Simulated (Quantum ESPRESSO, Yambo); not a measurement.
# A GW chain in Yambo: BiOBr (P4/nmm), part 2 of 3

How does a plane-wave GW calculation on BiOBr (P4/nmm) run from the first input to the gap?

Quantum ESPRESSO 7.5 and Yambo 5.3.0; PBEsol and many-body steps on it, plane waves. Known limits of the many-body steps: not at the basis limit; no spin-orbit coupling; coarse k mesh.

So far. Step 2 (Ground state): The gap is indirect, with the least direct gap 0.13 eV higher. Step 3 (Bands along the symmetry lines): The gap is 2.098 eV, −0.054 eV from the run before at this level.

The database entry behind the starting cell differs from later determinations by our own check (0.1 to 0.3 % short, probably kX units), so it need not match the best structure at ambient conditions.

**4. Empty states on the mesh, 4×4×2 mesh, 143 bands**

Level of this step: DFT, PBEsol, plane waves, norm-conserving pseudopotentials (Quantum ESPRESSO).

The sums over transitions need many empty states on a uniform mesh; this step solves for them.

pw.in reads:

```
&control
  calculation = 'nscf'
  prefix = 'x'
  outdir = 'o'
  pseudo_dir = 'pseudo'
/
&system
  ibrav = 0
  nat = 6
  ntyp = 3
  ecutwfc = 76.0
  nbnd = 143
  force_symmorphic = .true.
/
&electrons
  conv_thr = 1e-9
  electron_maxstep = 80
  diago_full_acc = .true.
  diago_thr_init = 5e-6
/
ATOMIC_SPECIES
  Bi 208.98 Bi.upf
  Br 79.904 Br.upf
  O 15.999 O.upf
CELL_PARAMETERS angstrom
  3.9160000000 0.0000000000 0.0000000000
  0.0000000000 3.9160000000 0.0000000000
  0.0000000000 0.0000000000 8.0770000000
ATOMIC_POSITIONS crystal
  Bi 0.0000000000 0.5000000000 0.1540000000
  Bi 0.5000000000 0.0000000000 0.8460000000
  Br 0.0000000000 0.5000000000 0.6530000000
  Br 0.5000000000 0.0000000000 0.3470000000
  O 0.0000000000 0.0000000000 0.0000000000
  O 0.5000000000 0.5000000000 0.0000000000
K_POINTS automatic
  4 4 2 0 0 0
```

Started as:

```
$ OMP_NUM_THREADS=1 mpirun -n 8 pw.x -nk 4 -in pw.in > pw.out
```

Log:

```text
[banner, memory and clock lines left out]
Program PWSCF v.7.5 starts

     Atomic positions and unit cell read from directory:
     o/x.save/

     Message from routine setup:
     using ibrav=0 with symmetry is DISCOURAGED, use correct ibrav instead

     bravais-lattice index     =            0
     lattice parameter (alat)  =       7.4002  a.u.
     unit-cell volume          =     835.8571 (a.u.)^3
     number of atoms/cell      =            6
     number of atomic types    =            3
     number of electrons       =        92.00
     number of Kohn-Sham states=          143
     kinetic-energy cutoff     =      76.0000  Ry
     charge density cutoff     =     304.0000  Ry
     Exchange-correlation= PBESOL
                           (   1   4  10   8   0   0   0)

     celldm(1)=   7.400168  celldm(2)=   0.000000  celldm(3)=   0.000000
     celldm(4)=   0.000000  celldm(5)=   0.000000  celldm(6)=   0.000000

     crystal axes: (cart. coord. in units of alat)
               a(1) = (   1.000000   0.000000   0.000000 )
               a(2) = (   0.000000   1.000000   0.000000 )
               a(3) = (   0.000000   0.000000   2.062564 )

     reciprocal axes: (cart. coord. in units 2 pi/alat)
               b(1) = (  1.000000  0.000000  0.000000 )
               b(2) = (  0.000000  1.000000  0.000000 )
               b(3) = (  0.000000  0.000000  0.484833 )
     Pseudo is Norm-conserving + core correction, Zval = 23.0
     Generated using ONCVPSP code by D. R. Hamann
     Using radial grid of 1472 points,  6 beta functions with:
     Pseudo is Norm-conserving + core correction, Zval = 17.0
     Generated using ONCVPSP code by D. R. Hamann
     Using radial grid of 1098 points,  6 beta functions with:
     Pseudo is Norm-conserving + core correction, Zval =  6.0
     Generated using ONCVPSP code by D. R. Hamann
     Using radial grid of  936 points,  5 beta functions with:
     Bi               23.00   208.98000     Bi( 1.00)
     Br               17.00    79.90400     Br( 1.00)
     O                 6.00    15.99900     O ( 1.00)

      8 Sym. Ops. (no inversion) found

   Cartesian axes

     site n.     atom                  positions (alat units)
         1        Bi     tau(   1) = (   0.0000000   0.5000000   0.3176348  )
         2        Bi     tau(   2) = (   0.5000000   0.0000000   1.7449290  )
         3        Br     tau(   3) = (   0.0000000   0.5000000   1.3468542  )
         4        Br     tau(   4) = (   0.5000000   0.0000000   0.7157097  )
         5        O      tau(   5) = (   0.0000000   0.0000000   0.0000000  )
         6        O      tau(   6) = (   0.5000000   0.5000000   0.0000000  )

     number of k points=    12
                       cart. coord. in units 2pi/alat
        k(    1) = (   0.0000000   0.0000000   0.0000000), wk =   0.0625000
        k(    2) = (   0.0000000   0.0000000  -0.2424167), wk =   0.0625000
        k(    3) = (   0.0000000   0.2500000   0.0000000), wk =   0.2500000
[...]
k(   11) = (  -0.5000000  -0.5000000   0.0000000), wk =   0.0625000
        k(   12) = (  -0.5000000  -0.5000000  -0.2424167), wk =   0.0625000

     Dense  grid:    74789 G-vectors     FFT dimensions: (  45,  45,  90)

     The potential is recalculated from file :
     o/x.save/charge-density

     Starting wfcs are   52 randomized atomic wfcs +   91 random wfcs

     Band Structure Calculation

     End of band structure calculation

          k = 0.0000 0.0000 0.0000 (  9399 PWs)   bands (ev):

  -142.9439-142.9439 -80.9819 -80.9816 -80.9697 -80.9697 -80.9695 -80.9695
   -49.5759 -49.5759 -49.5750 -49.5750 -49.5500 -49.5500 -49.5499 -49.5499
   -49.5414 -49.5414 -12.5067 -12.3081 -12.3081 -12.2965 -12.2952 -12.2612
   -12.2440 -12.2355 -12.2355 -12.2146  -8.9496  -6.3826  -4.0303  -3.8151
[...]
[... 6 further rows ...]
[...]
51.4457  51.5601  51.6834  51.6834  52.3213  52.3213  52.3677

          k = 0.0000 0.0000-0.2424 (  9314 PWs)   bands (ev):

  -142.9439-142.9438 -80.9819 -80.9816 -80.9696 -80.9696 -80.9695 -80.9695
[...]
[... 6 further rows ...]
[...]
51.7655  51.7675  51.7675  52.2159  52.6078  52.6714  53.4413

          k = 0.0000 0.2500 0.0000 (  9377 PWs)   bands (ev):

  -142.9439-142.9439 -80.9818 -80.9817 -80.9697 -80.9696 -80.9696 -80.9695
[...]
27.3904  27.4548  28.1553  29.3501  29.4621  30.1820  31.3119  31.4945
     [... 6 further rows ...]
    47.9422  48.7317  49.2475  49.5143  49.6396  49.6497  49.7430  50.7005
    50.7462  51.5359  51.6655  51.8277  51.8448  52.7065  52.9120

          k = 0.0000 0.2500-0.2424 (  9332 PWs)   bands (ev):

     [... further k-points ...]

     highest occupied, lowest unoccupied level (ev):     9.5487   11.7620

     XML data file, pseudopotentials, collected wavefunctions
```

Wall time 28 s (8 MPI ranks of Arm Neoverse V1, shared host); peak memory 0.9 GiB; 3.7 min of CPU time.

This step gave:

* gap: 2.213 eV
* k of the valence top: 0, -0.5, -0.5
* k of the conduction bottom: 0, 0, -0.5
* least direct gap: 2.278 eV
* k points computed: 12
* lowest point of the top converged band, above the valence top: 42.82 eV

On this mesh the gap is 2.213 eV. The earlier step found 2.152 eV, so this mesh misses an edge.

**5. Conversion and set-up**

This step: Yambo 5.3.0; conversion and set-up on PBEsol, plane waves, norm-conserving pseudopotentials.

The states are converted to the many-body program's format and the q mesh is built.

Started as:

```
$ (cd o/x.save; p2y > p2y.log; mv SAVE ../..); yambo > setup.log
```

Log:

```text
 Yambo, version 5.3.0

 [02] CORE Variables Setup
 =========================

  [02.01] Unit cells
  ==================

  Cell kind             :  Unknown
  Atoms in the cell     :  Bi  Br  O
  number of Bi atoms    :  2
  number of Br atoms    :  2
  number of O  atoms    :  2

  List of atomic masses
  Mass of Bi    :  208.9800
  Mass of Br    :  79.90400
  Mass of O     :  15.99900

  List of atomic coordinates    : [cc]
  Bi1       :  0.000000  3.700084  2.350551  order 1
  Bi2       :   3.70008   0.00000  12.91277  order 2
  Br1       :  0.000000  3.700084  9.966947  order 3
  Br2       :  3.700084  0.000000  5.296371  order 4
  O1       :  0.000000  0.000000  0.000000  order 5
  O2       :  3.700084  3.700084  0.000000  order 6

  Alat factors          :   7.40017   7.40017  15.26332 [a.u.]
  Direct lattice volume :  835.8571 [a.u.]
  Direct lattice vectors:  A[ 1 ]  A[ 2 ]  A[ 3 ]
   A[ 1 ]:  1.000000  0.000000  0.000000  [iru]
   7.400168  0.000000  0.000000  [cc]
   A[ 2 ]:  0.000000  1.000000  0.000000  [iru]
   0.000000  7.400168  0.000000  [cc]
   A[ 3 ]:  0.000000  0.000000  1.000000  [iru]
    0.00000   0.00000  15.26332  [cc]

  Recip. lattice volume :  0.296761 [a.u.]
  Recip. lattice vectors:  B[ 1 ]  B[ 2 ]  B[ 3 ]
   B[ 1 ]:  1.000000  0.000000  0.000000  [iku]
   0.849060  0.000000  0.000000  [cc]
   B[ 2 ]:  0.000000  1.000000  0.000000  [iku]
   0.000000  0.849060  0.000000  [cc]
   B[ 3 ]:  0.000000  0.000000  1.000000  [iku]
   0.000000  0.000000  0.411653  [cc]

  [02.02] Symmetries
  ==================

  Inversion symmetry    : yes
  Spatial inversion     : no
  Inversion index       :   9
  K-space Time-reversal : yes
  Magnetic symmetries   : no
  Time-reversal derived K-space symmetries:   9  16
  Group table correct   : yes
  Symmetries units      :  [cc]

   [S  1]:  1.000000  0.000000  0.000000  0.000000  1.000000  0.000000  0.000000  0.000000  1.000000
   [S  2]: -1.000000  0.000000  0.000000  0.000000 -1.000000  0.000000  0.000000  0.000000  1.000000
   [S  3]:  0.000000  1.000000  0.000000  1.000000  0.000000  0.000000  0.000000  0.000000 -1.000000
[...]
[S  7]:  0.000000  1.000000  0.000000 -1.000000  0.000000  0.000000  0.000000  0.000000 -1.000000
   [S  8]:  0.000000 -1.000000  0.000000  1.000000  0.000000  0.000000  0.000000  0.000000 -1.000000
   [S* 9]: -1.000000 -0.000000 -0.000000 -0.000000 -1.000000 -0.000000 -0.000000 -0.000000 -1.000000
   [S*10]:  1.000000 -0.000000 -0.000000 -0.000000  1.000000 -0.000000 -0.000000 -0.000000 -1.000000
     [... 4 further rows ...]
   [S*15]: -0.000000 -1.000000 -0.000000  1.000000 -0.000000 -0.000000 -0.000000 -0.000000  1.000000
   [S*16]: -0.000000  1.000000 -0.000000 -1.000000 -0.000000 -0.000000 -0.000000 -0.000000  1.000000

  [02.03] Reciprocal space
  ========================

  nG shells         :   4548
  nG charge         :   74789
[...]
WF components:   9314
  K [ 3]         [rlu]:  0.000000  0.250000  0.000000
         WF components:   9377
[...]
K [ 8]         [rlu]:  0.250000  0.250000 -0.500000
[...]
K [ 9]         [rlu]:  0.250000 -0.500000  0.000000
[...]
K [10]         [rlu]:  0.250000 -0.500000 -0.500000
[...]
K [11]         [rlu]: -0.500000 -0.500000  0.000000
         WF components:   9372
  K [12]         [rlu]: -0.500000 -0.500000 -0.500000
         WF components:   9400

  [02.05] Energies & Occupations
  ==============================

  [X] === General ===
  [X] Electronic Temperature                        :  0.000000  0.000000 [eV K]
  [X] Bosonic    Temperature                        :  0.000000  0.000000 [eV K]
  [X] Finite Temperature mode                       : no
  [X] El. density                                   :  0.74277E+24 [cm-3]
  [X] Fermi Level                                   :  9.548669 [eV]

  [X] === Gaps and Widths ===
  [X] Conduction Band Min                           :  2.213286 [eV]
  [X] Valence Band Max                              :  0.000000 [eV]
  [X] Filled Bands                                  :   46
  [X] Empty Bands                                   :   47  143
  [X] Direct Gap                                    :  2.277539 [eV]
  [X] Direct Gap localized at k                     :  2
  [X] Indirect Gap                                  :  2.213286 [eV]
  [X] Indirect Gap between kpts                     :   6   2
  [X] Last valence band width                       :  0.931970 [eV]
  [X] 1st conduction band width                     :  2.180031 [eV]

  E @ K [ 1]:  [eV]
  -152.4926 -152.4926  -90.5305  -90.5303  -90.5183  -90.5183  -90.5182  -90.5182
[...]
occ @ K [ 1]
[...]
E @ K [ 2]:  [eV]
[...]
occ @ K [ 2]
[...]
E @ K [ 3]:  [eV]
[...]
occ @ K [ 3]
[...]
E @ K [ 8]:  [eV]
[...]
occ @ K [ 8]
[...]
E @ K [ 9]:  [eV]
[...]
occ @ K [ 9]
[...]
E @ K [10]:  [eV]
[...]
occ @ K [10]
[...]
E @ K [11]:  [eV]
[...]
occ @ K [11]
[...]
E @ K [12]:  [eV]
[...]
occ @ K [12]
[...]
0.000000  0.000000  0.000000  0.000000  0.000000  0.000000  0.000000  0.000000
   0.000000  0.000000  0.000000  0.000000  0.000000  0.000000  0.000000  0.000000

 [03] Transferred momenta grid and indexing
 ==========================================

 IBZ Q-points                                      :  12
 BZ  Q-points                                      :   32

 K/Q-points units:
 rlu = crystal or reduced units; cc = cartesian coordinates; iku = interal k-units

 Q [ 1]         [rlu]:  0.000000  0.000000  0.000000
 Q [ 2]         [rlu]:  0.000000  0.000000 -0.500000
 Q [ 3]         [rlu]:  0.000000  0.250000  0.000000
[...]
Q [ 8]         [rlu]:  0.250000  0.250000 -0.500000
 Q [ 9]         [rlu]:  0.250000 -0.500000  0.000000
 Q [10]         [rlu]:  0.250000 -0.500000 -0.500000
 Q [11]         [rlu]: -0.500000 -0.500000  0.000000
 Q [12]         [rlu]: -0.500000 -0.500000 -0.500000

  [03.01] X indexes
  =================

   [03.01.01] Sigma indexes
   ========================

 [06] Game Over & Game summary
```

The job ended after 3.5 s (1 MPI rank; peak memory 0.25 GiB).

(Continued in part 3 of 3.)

[Paths, hosts, dates, memory and timing lines, banners, echoed tables and standing remarks are left out of the program output.]

[Logs are printed without paths, hosts, clocks, repeated set-up lines and the standing remarks that a program may print on its own settings, such as how far it seeks lower states.]

[Runs of the session that timed out or met a known fault of the program may be left out.]

[Hosts, paths, dates, database ids (printed as entryN), source tags and the programs' standing remarks are cut or masked in the printed files.]
